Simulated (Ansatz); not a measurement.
Rows from a G0W0 calculation on Ge5F2 (fluorine-terminated (110) film, 5 layers) (Ansatz 0.2.0; G0W0 on PBEsol, plane waves, PAW; PAW set soft_1; 4×4×1 mesh, 604 empty bands, screening to 41 eV, PAW set soft_1 files), in eV. Spin-orbit coupling is left out.

```
row      Σx     Σc     Vxc     Z
  A  -10.71  -3.43  -14.67  0.69
  B  -17.23   1.86  -15.27  0.68
  C  -13.95  -2.89  -17.94  0.69
  D  -16.14   1.34  -14.84  0.69
  E   -9.66  -3.29  -13.38  0.70
  F   -7.35  -3.65  -11.29  0.70
```

Question: Which rows are filled states and which are empty ones, and how can one tell?

Filled: B and D. Empty: A, C, E and F. The sign of Σc tells: for a filled state bare exchange, which holds its interaction with itself, lies below Vxc (Σx − Vxc is -1.3 eV or lower here) and screening gives part back as a positive Σc. For an empty state Σx lies above Vxc (+3.7 eV or more) and the Coulomb hole leaves Σc negative.

[Paths, hosts, dates, memory and timing lines, banners, echoed tables and standing remarks are left out of the program output.]

[Logs are printed without paths, hosts, clocks, repeated set-up lines and the standing remarks that a program may print on its own settings, such as how far it seeks lower states.]

[Runs of the session that timed out or met a known fault of the program may be left out.]

[Cells called generated may have been cut or substituted from an entry of the Crystallography Open Database or the Materials Project.]

[Hosts, paths, dates, database ids (printed as entryN), source tags and the programs' standing remarks are cut or masked in the printed files.]
